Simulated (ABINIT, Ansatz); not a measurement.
**How the form of the self-energy moves the gap of SiC (Moissanite)**

Aim: compare treatments of exchange, screening and correlation for the gap of SiC (Moissanite).

Calculated with ABINIT 10.8.3; PBE and many-body steps on it, plane waves.

**Experimental background.**

- Gap 3 eV: optical absorption onset, approximate; UV-Vis-NIR transmission; bulk crystal (400 micron semi-insulating 6H-SiC wafer) (“Effects of energetic ion irradiation on WSe2/SiC heterostructures”, 2017, pmc:5482891).

- Gap 3.02 eV: band gap at cryogenic temperature; bulk crystal (literature value) (quoted in “Silicon carbide diodes for neutron detection”, 2020, arxiv:2009.14696).

- Gap 3.03 eV: indirect gap, experimental literature value; quoted from earlier experiment; bulk crystal (quoted in “Charge spill-out and work function of few-layer graphene on SiC(0001)”, 2018, arxiv:1806.04908).

This is a report of a sequence of runs, with most program output left out.

## 1. The starting structure

The structure is hexagonal, space group P6_3mc (No. 186). The conventional cell has a = 3.081 Å, b = 3.081 Å, c = 15.125 Å, α = 90.00°, β = 90.00°, γ = 120.00°. Si has 4 C at 1.88 to 1.90 Å nearest. Si has 4 C at 1.89 Å nearest. C has 4 Si at 1.88 to 1.89 Å nearest. C has 4 Si at 1.89 Å nearest. C has 4 Si at 1.89 to 1.90 Å nearest. Farther neighbours are not listed.

The cell and positions come from the Crystallography Open Database and are kept as given unless a step says otherwise.

## 2. Empty states on the mesh, 6×6×1 mesh, 653 bands

This step: ABINIT 10.8.3; DFT, PBE, plane waves, norm-conserving pseudopotentials.

The sums over transitions need many empty states on a uniform mesh; this step solves for them.

run.abi reads:

```
acell 3*1.0 Angstrom
rprim 
  3.081000000023 -0.000000000005 0.000000000000
  -1.540500000007 2.668224269083 0.000000000000
  0.000000000000 0.000000000000 15.124800000000
ntypat 2
znucl 14 6
natom 12
typat 1 1 1 1 1 1 2 2 2 2 2 2
xred 
  0.000000000000 0.000000000000 0.000000000000
  0.000000000000 0.000000000000 0.500000000000
  0.333333333333 0.666666666667 0.166400000000
  0.666666666667 0.333333333333 0.666400000000
  0.666666666667 0.333333333333 0.332900000000
  0.333333333333 0.666666666667 0.832900000000
  0.333333333333 0.666666666667 0.041200000000
  0.666666666667 0.333333333333 0.541200000000
  0.666666666667 0.333333333333 0.208000000000
  0.333333333333 0.666666666667 0.708000000000
  0.000000000000 0.000000000000 0.374600000000
  0.000000000000 0.000000000000 0.874600000000
pp_dirpath "pseudos"
pseudos "Si.upf, C.upf"
ecut 37
ngkpt 6 6 1
nshiftk 1
shiftk 0 0 0
kptopt 1
chksymbreak 0
iscf -2
irdden 1
istwfk *1
nband 653
nbdbuf 58
tolwfr 1e-09
nstep 60
prtvol 0
indata_prefix "in"
outdata_prefix "out"
tmpdata_prefix "tmp"
```

Launch:

```sh
> OMP_NUM_THREADS=1 mpirun -n 8 abinit run.abi > log
```

Run time: 9 min. Hardware: 8 MPI ranks of Arm Neoverse V2, shared host; peak memory 1.7 GiB.

Numbers from this step:

| Quantity | Value |
| --- | --- |
| gap | 2.017 eV |
| k of the valence top | 0, 0, 0 |
| k of the conduction bottom | 0.5, 0, 0 |
| least direct gap | 3.123 eV |
| k points computed | 7 |
| lowest point of the top converged band, above the valence top | 144.1210 eV |

On this mesh the gap is 2.017 eV.

The density comes from a self-consistent run that is not shown.

## 3. Screening, 6×6×1 mesh, 257 bands, screening to 141.5 eV

The RPA dielectric matrix is built and inverted for each q.

This step: RPA screening on PBE, plane waves, norm-conserving pseudopotentials.

Changes to run.abi since step 2:

```diff
@@ -30,10 +30,11 @@
 chksymbreak 0
-iscf -2
-irdden 1
 istwfk *1
-nband 653
-nbdbuf 58
-tolwfr 1e-09
-nstep 60
-prtvol 0
+occopt 1
+irdwfk 1
+optdriver 3
+nband 257
+ecuteps 5.2
+inclvkb 2
+awtr 1
+symchi 1
 indata_prefix "in"
```

The job ended after 2.8 min (8 MPI ranks; peak memory 4 GiB; 22 min of CPU time).

Numbers from this step:

| Property | Result |
| --- | --- |
| ε∞ with local fields, on this mesh, along the program's q direction | 6.978 |
| the same without local fields | 7.626 |
| plasma frequency | 23.07 eV |
| plane waves in the screening matrix | 431 |

Local fields lower ε∞ by 8 %. On a Γ-centred mesh this coarse the value itself is usually too large, while a short band sum pulls it down.

## 4. G0W0, Godby-Needs plasmon pole

The self-energy is evaluated for the states that the input lists, and the levels follow from it, in one-shot runs by the linearised quasiparticle equation.

This step: G0W0 on PBE, plane waves, norm-conserving pseudopotentials.

Changes to run.abi since step 3:

```diff
@@ -33,8 +33,17 @@
 irdwfk 1
-optdriver 3
+optdriver 4
 nband 257
+gwcalctyp 0
+ecutsigx 37
+symsigma 1
+nkptgw 2
+kptgw 
+  0.0000000000 0.0000000000 0.0000000000
+  0.5000000000 0.0000000000 0.0000000000
+bdgw 
+  23 26
+  23 26
 ecuteps 5.2
-inclvkb 2
-awtr 1
-symchi 1
+irdscr 1
+ppmodel 1
 indata_prefix "in"
```

Run time: 25 s. Hardware: 8 MPI ranks; peak memory 2.9 GiB; 3.3 min of CPU time.

This step gave:

- G0W0 gap on the points computed: 2.649 eV
- starting gap on the mesh: 2.017 eV
- k of the valence top: 0, 0, 0
- k of the conduction bottom: 0.5, 0, 0
- Z at the valence top: 0.794
- Z at the conduction bottom: 0.818
- least direct G0W0 gap on the computed points: 3.91 eV

The gap on the mesh goes from 2.02 eV to 2.65 eV, a correction of +0.63 eV.

## 5. G0W0, Hybertsen-Louie plasmon pole

Changes to run.abi since step 4:

```diff
@@ -47,3 +47,3 @@
 irdscr 1
-ppmodel 1
+ppmodel 2
 indata_prefix "in"
```

The job ended after 23 s (8 MPI ranks; peak memory 2.7 GiB; 3.1 min of CPU time).

Numbers from this step:

```yaml
g0w0_gap_on_the_points_computed: 2.679 eV
starting_gap_on_the_mesh: 2.017 eV
k_of_the_valence_top: 0, 0, 0
k_of_the_conduction_bottom: 0.5, 0, 0
z_at_the_valence_top: 0.818
z_at_the_conduction_bottom: 0.837
least_direct_g0w0_gap_on_the_computed_points: 3.957 eV
```

Against G0W0 in ABINIT (6×6×1 mesh, 257 bands, screening to 141.5 eV, Godby-Needs plasmon pole), the gap moves by +0.030 eV.

## 6. G0W0, von der Linden-Horsch plasmon pole

Changes to run.abi since step 5:

```diff
@@ -47,3 +47,3 @@
 irdscr 1
-ppmodel 2
+ppmodel 3
 indata_prefix "in"
```

Elapsed: 14 s, on 8 MPI ranks; peak memory 2.5 GiB; 1.9 min of CPU time.

Numbers from this step:

- G0W0 gap on the points computed: 2.603 eV
- starting gap on the mesh: 2.017 eV
- k of the valence top: 0, 0, 0
- k of the conduction bottom: 0.5, 0, 0
- least direct G0W0 gap on the computed points: 3.895 eV

Against G0W0 in ABINIT (6×6×1 mesh, 257 bands, screening to 141.5 eV, Godby-Needs plasmon pole), the gap moves by −0.046 eV.

## 7. One-shot COHSEX

This step: one-shot COHSEX on PBE, plane waves, norm-conserving pseudopotentials.

Changes to run.abi since step 6:

```diff
@@ -35,3 +35,3 @@
 nband 257
-gwcalctyp 0
+gwcalctyp 7
 ecutsigx 37
@@ -47,3 +47,2 @@
 irdscr 1
-ppmodel 3
 indata_prefix "in"
```

It took 5.1 s on 8 MPI ranks; peak memory 0.82 GiB.

This step gave:

| Property | Result |
| --- | --- |
| quasiparticle gap on the points computed | 3.504 eV |
| starting gap on the mesh | 2.017 eV |
| k of the valence top | 0, 0, 0 |
| k of the conduction bottom | 0.5, 0, 0 |
| least direct quasiparticle gap on the computed points | 4.762 eV |

Against G0W0 in ABINIT (6×6×1 mesh, 257 bands, screening to 141.5 eV, Godby-Needs plasmon pole), the gap moves by +0.855 eV.

## 8. One-shot Hartree-Fock

This step: one-shot Hartree-Fock on PBE, plane waves, norm-conserving pseudopotentials.

Changes to run.abi since step 7:

```diff
@@ -34,4 +34,4 @@
 optdriver 4
-nband 257
-gwcalctyp 7
+nband 28
+gwcalctyp 5
 ecutsigx 37
@@ -45,4 +45,4 @@
   23 26
-ecuteps 5.2
-irdscr 1
+ixc_sigma 40
+fftgw 31
 indata_prefix "in"
```

Elapsed: 4.6 s, on 8 MPI ranks; peak memory 0.94 GiB.

This step gave:

- quasiparticle gap on the points computed: 8.843 eV
- starting gap on the mesh: 2.017 eV
- k of the valence top: 0, 0, 0
- k of the conduction bottom: 0.5, 0, 0
- least direct quasiparticle gap on the computed points: 10.41 eV

Against G0W0 in ABINIT (6×6×1 mesh, 257 bands, screening to 141.5 eV, Godby-Needs plasmon pole), the gap moves by +6.194 eV.

## 9. Screening, 6×6×1 mesh, 257 bands, screening to 141.5 eV

This step: RPA screening on PBE, plane waves, norm-conserving pseudopotentials.

Changes to run.abi since step 8:

```diff
@@ -33,16 +33,14 @@
 irdwfk 1
-optdriver 4
-nband 28
-gwcalctyp 5
-ecutsigx 37
-symsigma 1
-nkptgw 2
-kptgw 
-  0.0000000000 0.0000000000 0.0000000000
-  0.5000000000 0.0000000000 0.0000000000
-bdgw 
-  23 26
-  23 26
-ixc_sigma 40
-fftgw 31
+optdriver 3
+nband 257
+ecuteps 5.2
+inclvkb 2
+awtr 1
+symchi 1
+gwcalctyp 2
+nfreqre 16
+freqremax 40 eV
+nfreqim 8
+spmeth 1
+nomegasf 120
 indata_prefix "in"
```

It took 4.4 min on 8 MPI ranks; peak memory 5.2 GiB; 35 min of CPU time.

Numbers from this step:

```
ε∞ with local fields, on this mesh, along the program's q direction : 7.000
the same without local fields                                       : 7.651
plasma frequency                                                    : 23.07 eV
plane waves in the screening matrix                                 : 431
```

## 10. G0W0, contour deformation

This step: G0W0 on PBE, plane waves, norm-conserving pseudopotentials.

Changes to run.abi since step 9:

```diff
@@ -33,14 +33,17 @@
 irdwfk 1
-optdriver 3
+optdriver 4
 nband 257
+gwcalctyp 2
+ecutsigx 37
+symsigma 1
+nkptgw 2
+kptgw 
+  0.0000000000 0.0000000000 0.0000000000
+  0.5000000000 0.0000000000 0.0000000000
+bdgw 
+  23 26
+  23 26
 ecuteps 5.2
-inclvkb 2
-awtr 1
-symchi 1
-gwcalctyp 2
-nfreqre 16
-freqremax 40 eV
-nfreqim 8
-spmeth 1
-nomegasf 120
+irdscr 1
+gwmem 01
 indata_prefix "in"
```

Wall time 23 s (8 MPI ranks); peak memory 2.7 GiB; 3 min of CPU time.

Numbers from this step:

| Quantity | Value |
| --- | --- |
| G0W0 gap on the points computed | 2.701 eV |
| starting gap on the mesh | 2.017 eV |
| k of the valence top | 0, 0, 0 |
| k of the conduction bottom | 0.5, 0, 0 |
| least direct G0W0 gap on the computed points | 3.952 eV |

Against G0W0 in ABINIT (6×6×1 mesh, 257 bands, screening to 141.5 eV, Godby-Needs plasmon pole), the gap moves by +0.052 eV.

## 11. Side by side

Times are wall times on 8 MPI ranks of Arm Neoverse V2, shared host, good to a factor of about two. A run's time includes the screening step that it read.

| run | mesh | bands | screening cutoff (eV) | DFT gap (eV) | gap on the mesh (eV) | direct (eV) | ε∞ used | time |
| --- | --- | --- | --- | --- | --- | --- | --- | --- |
| G0W0, Godby-Needs plasmon pole | 6×6×1 | 257 | 141.5 | 2.017 | 2.649 | 3.910 | 6.98 | 3.2 min |
| G0W0, Hybertsen-Louie plasmon pole | 6×6×1 | 257 | 141.5 | 2.017 | 2.679 | 3.957 | 6.98 | 3.1 min |
| G0W0, von der Linden-Horsch plasmon pole | 6×6×1 | 257 | 141.5 | 2.017 | 2.603 | 3.895 | 6.98 | 3 min |
| one-shot COHSEX | 6×6×1 | 257 | 141.5 | 2.017 | 3.504 | 4.762 | 6.98 | 2.8 min |
| one-shot Hartree-Fock | 6×6×1 | - | - | 2.017 | 8.843 | 10.413 | - | 4.6 s |
| G0W0, contour deformation | 6×6×1 | 257 | 141.5 | 2.017 | 2.701 | 3.952 | 7.00 | 4.7 min |

## 12. Results

```
G0W0, Godby-Needs plasmon pole           : 2.649 eV
G0W0, Hybertsen-Louie plasmon pole       : 2.679 eV
G0W0, von der Linden-Horsch plasmon pole : 2.603 eV
one-shot COHSEX                          : 3.504 eV
one-shot Hartree-Fock                    : 8.843 eV
G0W0, contour deformation                : 2.701 eV
known limits                             : not at the basis limit; coarse k mesh
```

What this shows: G0W0, Hybertsen-Louie plasmon pole: +0.030 eV against G0W0, Godby-Needs plasmon pole. G0W0, von der Linden-Horsch plasmon pole: −0.046 eV against G0W0, Godby-Needs plasmon pole. One-shot COHSEX: +0.855 eV against G0W0, Godby-Needs plasmon pole. One-shot Hartree-Fock: +6.194 eV against G0W0, Godby-Needs plasmon pole. G0W0, contour deformation: +0.052 eV against G0W0, Godby-Needs plasmon pole. Bare exchange alone opens the gap to 8.84 eV; against G0W0, correlation takes back 6.19 eV. Static COHSEX lies above G0W0: it lacks the factor Z and overstates the Coulomb hole of the filled states. Against experiment, by G0W0, Godby-Needs plasmon pole: the gap of 2.65 eV lies −0.35 eV from the measured 3 eV (optical, 2017); the gap of 2.65 eV lies −0.37 eV from the measured 3.02 eV (kind not stated, quoted 2020); the gap of 2.65 eV lies −0.38 eV from the measured 3.03 eV (indirect, quoted 2018). An exciton line or allowed optical edge lies below the quasiparticle gap by the binding energy; a forbidden edge can push the onset above it. These are gaps on the mesh, at modest bands and cutoff. The calculation has static nuclei and no excitons; a measured gap holds zero-point and thermal motion, which mostly lowers it. Bands and cutoff are finite, so the gap is not at the basis limit. The miss can reach some tenths of an eV and take either sign; the mesh is an error of its own. In the G0W0 runs levels were corrected at 2 k points alone, so a gap called «on the mesh» is the least over those, and an edge elsewhere would be missed. The 6×6×1 mesh is coarse for this cell, which bears on the long-range parts of exchange and screening.

[Paths, hosts, dates, memory and timing lines, banners, echoed tables and standing remarks are left out of the program output.]

[Logs are printed without paths, hosts, clocks, repeated set-up lines and the standing remarks that a program may print on its own settings, such as how far it seeks lower states.]

[Runs of the session that timed out or met a known fault of the program may be left out.]

[Hosts, paths, dates, database ids (printed as entryN), source tags and the programs' standing remarks are cut or masked in the printed files.]

[G0W0 gaps are taken among the corrected bands and points alone; a level outside them can change the order at an edge.]

[Where Ansatz stands beside ABINIT at settings called matched, ABINIT's density can come from a denser mesh and the files from another edition; pairs whose starting gaps differed by over 0.03 eV were left out, so agreement reads better than it is.]
